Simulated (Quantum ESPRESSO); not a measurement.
# MgO (Periclase): third-order response

Aim: Raman and infrared lines of MgO (Periclase).

Program: Quantum ESPRESSO 8.0 development, patched. Level of theory: DFT LDA, scalar-relativistic, plane waves, PseudoDojo norm-conserving pseudopotentials. Results are calculated unless marked as measured.

**What experiment says.**

For MgO, rocksalt (polycrystalline end member, 300 K), “Disentangling orbital and spin exchange interactions for Co2+ on a rocksalt lattice” (2018, arxiv:1807.05012) gives, by powder X-ray diffraction: lattice constant a (cubic cell parameter) 4.2118 ± 0.0001 Å [room-temperature value].

“Infrared Optical Properties of Ferropericlase (Mg1-xFexO): Experiment and Theory” (2007, arxiv:0704.2267) reports for MgO, rocksalt, by infrared reflectance, oscillator fit (wedged single crystal slab, 295 K): ε∞ (high-frequency dielectric constant) 2.95 ± 0.1; infrared mode (TO phonon at Gamma (T1u)) 396.5 cm⁻¹.

The database entry behind the starting cell differs from later determinations by our own check (about 0.1 % long), so it need not match the best structure at ambient conditions.

## 1. Set-up

The structure is cubic, space group Fm-3m (No. 225). Conventional cell: a = 4.217 Å, b = 4.217 Å, c = 4.217 Å, α = 90.00°, β = 90.00°, γ = 90.00°. Nearest to Mg lie 6 O at 2.11 Å. Nearest to O lie 6 Mg at 2.11 Å. Farther neighbours and most contacts between anions are not listed.

## 2. A probe with smearing

A cheap run with smearing and empty bands tells whether the crystal has a gap, which decides between fixed occupations and smearing later on.

File probe.in:

```
&control
   calculation = 'scf'
   prefix = 'x'
   outdir = './tmp'
   pseudo_dir = './pseudo'
   tprnfor = .true.
   tstress = .true.
   verbosity = 'high'
/
&system
   ibrav = 0
   nat = 2
   ntyp = 2
   ecutwfc = 84.0
   occupations = 'smearing'
   smearing = 'gaussian'
   degauss = 0.01
/
&electrons
   conv_thr = 1.0d-07
   mixing_beta = 0.7
   electron_maxstep = 100
/
ATOMIC_SPECIES
 Mg     24.3050  Mg.upf
 O      15.9990  O.upf
CELL_PARAMETERS angstrom
    -2.108500000    0.000000000    2.108500000
     0.000000000    2.108500000    2.108500000
    -2.108500000    2.108500000    0.000000000
ATOMIC_POSITIONS crystal
 Mg     0.000000000   0.000000000   0.000000000
 O      0.500000000   0.500000000   0.500000000
K_POINTS automatic
 8 8 8 0 0 0
```

On the command line:

```console
$ OMP_NUM_THREADS=1 mpirun -n 4 pw.x -nk 4 -in probe.in > probe.out
```

The program printed:

```text
[banners, grids, parts of the stress and lines that vanish by symmetry left out]
Program PWSCF v.8.0dev
     Message from routine setup:
     using ibrav=0 with symmetry is DISCOURAGED, use correct ibrav instead
[...]
kinetic-energy cutoff     =      84.0000  Ry
     charge density cutoff     =     336.0000  Ry
     scf convergence threshold =      1.0E-07
[...]
Exchange-correlation= SLA-PW-NOGX-NOGC
                           (   1   4   0   0   0   0   0)
[...]
48 Sym. Ops., with inversion, found
[...]
(     0          1          0      )
                  (     0          0          1      )
[...]
(  0.0000000  1.0000000  0.0000000 )
                  (  0.0000000  0.0000000  1.0000000 )
[...]
(     1          0         -1      )
                  (     0          0         -1      )
[...]
(  0.0000000 -1.0000000  0.0000000 )
[...]
(     0          1         -1      )
                  (     0          1          0      )
[...]
( -1.0000000  0.0000000  0.0000000 )
                  (  0.0000000  1.0000000  0.0000000 )
[...]
number of k points=    29  Gaussian smearing, width (Ry)=  0.0100
[...]
End of self-consistent calculation
[...]
the Fermi energy is    10.1913 ev
!    total energy              =    -151.83405386 Ry
[...]
convergence has been achieved in   7 iterations
[...]
atom    1 type  1   force =    -0.00000000   -0.00000000    0.00000000
     atom    2 type  2   force =     0.00000000    0.00000000   -0.00000000
[...]
Total force =     0.000000     Total SCF correction =     0.000000
[...]
total   stress  (Ry/bohr**3)                   (kbar)     P=      -65.28
[...]
XML data file, charge density, pseudopotentials, collected wavefunctions

   JOB DONE.
```

Elapsed: 3.5 s, on 4 MPI ranks of Intel Xeon at 2.70GHz, shared host.

Read from the output:

```yaml
volume_per_atom: 9.374 Å³
pressure: -6.528 GPa
gap_on_the_k_mesh: 4.655 eV
```

A gap of 4.7 eV opens on this mesh, so the crystal is taken as an insulator; the start stands at -6.5 GPa.

## 3. Relaxing the cell and atoms

The relaxation runs at a cutoff a fifth above that of the response, since stress converges more slowly with the basis than frequencies do. Forces and stress are brought to rest with tight thresholds.

File relax.in:

```
&control
   calculation = 'vc-relax'
   prefix = 'x'
   outdir = './tmp'
   pseudo_dir = './pseudo'
   tprnfor = .true.
   tstress = .true.
   forc_conv_thr = 2.0d-05
   etot_conv_thr = 1.0d-07
   nstep = 40
/
&system
   ibrav = 0
   nat = 2
   ntyp = 2
   ecutwfc = 101
   occupations = 'fixed'
   nbnd = 10
/
&electrons
   conv_thr = 1.0d-11
   mixing_beta = 0.7
   electron_maxstep = 100
/
&ions
/
&cell
   press_conv_thr = 0.2
/
ATOMIC_SPECIES
 Mg     24.3050  Mg.upf
 O      15.9990  O.upf
CELL_PARAMETERS angstrom
    -2.108500000    0.000000000    2.108500000
     0.000000000    2.108500000    2.108500000
    -2.108500000    2.108500000    0.000000000
ATOMIC_POSITIONS crystal
 Mg     0.000000000   0.000000000   0.000000000
 O      0.500000000   0.500000000   0.500000000
K_POINTS automatic
 10 10 10 0 0 0
```

On the command line:

```console
$ OMP_NUM_THREADS=1 mpirun -n 4 pw.x -nk 4 -in relax.in > relax.out
```

The program printed:

```text
[banners, grids, parts of the stress and lines that vanish by symmetry left out]
[banner, memory and clock lines left out]
Program PWSCF v.8.0dev

[...]
kinetic-energy cutoff     =     101.0000  Ry
     charge density cutoff     =     404.0000  Ry
     scf convergence threshold =      1.0E-11
[...]
energy convergence thresh.=      1.0E-07
     force convergence thresh. =      2.0E-05
     press convergence thresh. =      2.0E-01
     Exchange-correlation= SLA-PW-NOGX-NOGC
                           (   1   4   0   0   0   0   0)
[...]
48 Sym. Ops., with inversion, found
[...]
number of k points=    47
[...]
End of self-consistent calculation
[...]
highest occupied, lowest unoccupied level (ev):     7.6475   12.3031
!    total energy              =    -151.83410224 Ry
[...]
convergence has been achieved in  12 iterations
[...]
atom    1 type  1   force =    -0.00000000   -0.00000000   -0.00000000
     atom    2 type  2   force =     0.00000000    0.00000000    0.00000000
     Total force =     0.000000     Total SCF correction =     0.000000
[...]
total   stress  (Ry/bohr**3)                   (kbar)     P=      -64.33
[...]
number of bfgs steps    =   0
[...]
CELL_PARAMETERS (angstrom)
[...]
ATOMIC_POSITIONS (crystal)
Mg               0.0000000000       -0.0000000000        0.0000000000
O                0.5000000000        0.5000000000        0.5000000000
[...]
New effective cutoffs (rho, wfc):  411.79  103.23
[...]
End of self-consistent calculation
[...]
highest occupied, lowest unoccupied level (ev):     8.0588   13.0427
!    total energy              =    -151.83520044 Ry
[...]
convergence has been achieved in   7 iterations
[...]
atom    1 type  1   force =     0.00000000    0.00000000    0.00000000
     atom    2 type  2   force =    -0.00000000    0.00000000    0.00000000
     Total force =     0.000000     Total SCF correction =     0.000000
[...]
total   stress  (Ry/bohr**3)                   (kbar)     P=      -12.91
[...]
number of bfgs steps    =   1
[...]
CELL_PARAMETERS (angstrom)
[...]
ATOMIC_POSITIONS (crystal)
Mg              -0.0000000000       -0.0000000000        0.0000000000
O                0.5000000000        0.5000000000        0.5000000000
[...]
New effective cutoffs (rho, wfc):  414.03  103.79
[...]
End of self-consistent calculation
[...]
highest occupied, lowest unoccupied level (ev):     8.1622   13.2291
!    total energy              =    -151.83524128 Ry
[...]
convergence has been achieved in   7 iterations
[...]
atom    1 type  1   force =     0.00000000    0.00000000    0.00000000
     atom    2 type  2   force =     0.00000000    0.00000000    0.00000000
     Total force =     0.000000     Total SCF correction =     0.000000
[...]
total   stress  (Ry/bohr**3)                   (kbar)     P=        0.86
[...]
number of bfgs steps    =   2
[...]
CELL_PARAMETERS (angstrom)
[...]
ATOMIC_POSITIONS (crystal)
[...]
New effective cutoffs (rho, wfc):  413.89  103.75
[...]
End of self-consistent calculation
[...]
highest occupied, lowest unoccupied level (ev):     8.1557   13.2174
!    total energy              =    -151.83524146 Ry
[...]
convergence has been achieved in   5 iterations
[...]
atom    1 type  1   force =     0.00000000    0.00000000    0.00000000
     atom    2 type  2   force =     0.00000000    0.00000000    0.00000000
     Total force =     0.000000     Total SCF correction =     0.000000
[...]
total   stress  (Ry/bohr**3)                   (kbar)     P=       -0.01
[...]
number of bfgs steps    =   3
[...]
small trust_radius: resetting bfgs history
[...]
CELL_PARAMETERS (angstrom)
[...]
ATOMIC_POSITIONS (crystal)
[...]
New effective cutoffs (rho, wfc):  413.89  103.75
[...]
End of self-consistent calculation
[...]
highest occupied, lowest unoccupied level (ev):     8.1558   13.2175
!    total energy              =    -151.83524146 Ry
[...]
convergence has been achieved in   1 iterations
[...]
atom    1 type  1   force =     0.00000000    0.00000000    0.00000000
     atom    2 type  2   force =     0.00000000    0.00000000    0.00000000
     Total force =     0.000000     Total SCF correction =     0.000000
[...]
total   stress  (Ry/bohr**3)                   (kbar)     P=        0.00
[...]
bfgs converged in   5 scf cycles and   4 bfgs steps
[...]
End of BFGS Geometry Optimization
     Final enthalpy           =    -151.8352414572 Ry
     File ./tmp/x.bfgs deleted, as requested
[...]
CELL_PARAMETERS (angstrom)
[...]
ATOMIC_POSITIONS (crystal)
Mg              -0.0000000000       -0.0000000000        0.0000000000
O                0.5000000000        0.5000000000        0.5000000000
[...]
Final scf calculation at the relaxed structure.
[...]
kinetic-energy cutoff     =     101.0000  Ry
     charge density cutoff     =     404.0000  Ry
     scf convergence threshold =      1.0E-13
[...]
press convergence thresh. =      2.0E-01
     Exchange-correlation= SLA-PW-NOGX-NOGC
                           (   1   4   0   0   0   0   0)
[...]
48 Sym. Ops., with inversion, found
[...]
number of k points=    47
[...]
End of self-consistent calculation
[...]
highest occupied, lowest unoccupied level (ev):     8.1558   13.2175
!    total energy              =    -151.83523855 Ry
[...]
convergence has been achieved in  14 iterations
[...]
atom    1 type  1   force =     0.00000000    0.00000000    0.00000000
     atom    2 type  2   force =     0.00000000    0.00000000    0.00000000
     Total force =     0.000000     Total SCF correction =     0.000000
[...]
total   stress  (Ry/bohr**3)                   (kbar)     P=       -0.04
[...]
XML data file, charge density, pseudopotentials, collected wavefunctions
```

It took 21 s on 4 MPI ranks.

The steps of the relaxation:

```
step  energy less that of the first step (eV)  largest force (eV/Å)  pressure (GPa)  volume (Å³)
   1                                   0.0000                0.0000           -6.43        18.75
   2                                  -0.0149                0.0000           -1.29        18.14
   3                                  -0.0155                0.0000            0.09        17.99
   4                                  -0.0155                0.0000            0.00        18.00
   5                                  -0.0155                0.0000            0.00        18.00
   6                                  -0.0155                0.0000            0.00        18.00
```

```
conventional cell, symmetrised  before  after  change
                         a (Å)   4.217  4.160  -1.3 %
                         b (Å)   4.217  4.160  -1.3 %
                         c (Å)   4.217  4.160  -1.3 %
              volume (Å³/atom)    9.37   9.00  -4.0 %
```

Final coordinates:

```cif
data_structure
_symmetry_space_group_name_H-M 'P 1'
_symmetry_Int_Tables_number 1
_cell_length_a 2.9418
_cell_length_b 2.9418
_cell_length_c 2.9418
_cell_angle_alpha 60.000
_cell_angle_beta 60.000
_cell_angle_gamma 60.000
_cell_volume 18.00
loop_
_atom_site_label
_atom_site_type_symbol
_atom_site_fract_x
_atom_site_fract_y
_atom_site_fract_z
_atom_site_occupancy
Mg1 Mg 0.00000 0.00000 0.00000 1
O2 O 0.50000 0.50000 0.50000 1
```

The last row of the table of steps is pw.x's closing run on a basis chosen anew for the final cell, so its energy can jump.

This step gave:

```yaml
volume_per_atom: 9.001 Å³
pressure: -0.004 GPa
gap_on_the_k_mesh: 5.062 eV
```

The volume changes by -4.0 % from the cell with which this run began.

## 4. Ground state

The response is built on this ground state, so it is converged far tighter than an energy would need. With a gap, occupations are fixed, which also allows the response to an electric field.

File scf.in:

```
&control
   calculation = 'scf'
   prefix = 'x'
   outdir = './tmp'
   pseudo_dir = './pseudo'
   tprnfor = .true.
   tstress = .true.
/
&system
   ibrav = 0
   nat = 2
   ntyp = 2
   ecutwfc = 84.0
   occupations = 'fixed'
   nbnd = 10
/
&electrons
   conv_thr = 1.0d-12
   mixing_beta = 0.7
   electron_maxstep = 100
/
ATOMIC_SPECIES
 Mg     24.3050  Mg.upf
 O      15.9990  O.upf
CELL_PARAMETERS angstrom
    -2.080162565    0.000000000    2.080162565
     0.000000000    2.080162565    2.080162565
    -2.080162565    2.080162565    0.000000000
ATOMIC_POSITIONS crystal
 Mg     0.000000000   0.000000000   0.000000000
 O      0.500000000   0.500000000   0.500000000
K_POINTS automatic
 12 12 12 0 0 0
```

On the command line:

```console
$ OMP_NUM_THREADS=1 mpirun -n 4 pw.x -nk 4 -in scf.in > scf.out
```

The program printed:

```text
[banners, grids, parts of the stress and lines that vanish by symmetry left out]
[banner, memory and clock lines left out]
Program PWSCF v.8.0dev

[...]
kinetic-energy cutoff     =      84.0000  Ry
     charge density cutoff     =     336.0000  Ry
     scf convergence threshold =      1.0E-12
[...]
Exchange-correlation= SLA-PW-NOGX-NOGC
                           (   1   4   0   0   0   0   0)
[...]
48 Sym. Ops., with inversion, found
[...]
number of k points=    72
[...]
End of self-consistent calculation
[...]
highest occupied, lowest unoccupied level (ev):     8.1559   13.2176
!    total energy              =    -151.83519223 Ry
[...]
convergence has been achieved in  16 iterations
[...]
atom    1 type  1   force =     0.00000000    0.00000000    0.00000000
     atom    2 type  2   force =    -0.00000000   -0.00000000    0.00000000
     Total force =     0.000000     Total SCF correction =     0.000000
[...]
total   stress  (Ry/bohr**3)                   (kbar)     P=       -0.64
[...]
XML data file, charge density, pseudopotentials, collected wavefunctions
```

Run time: 8.5 s. Hardware: 4 MPI ranks.

Numbers from this step:

```yaml
pressure: -0.064 GPa
```

The cell stands at -0.064 GPa, close enough for phonons.

[end of part 1 of 3]

[Host names and launcher messages were left out of these logs when they were recorded.]

[Logs are printed without paths, hosts, clocks, repeated set-up lines and the standing remarks that a program may print on its own settings, such as how far it seeks lower states.]

[Hosts, paths, dates, database ids (printed as entryN), source tags and the programs' standing remarks are cut or masked in the printed files.]
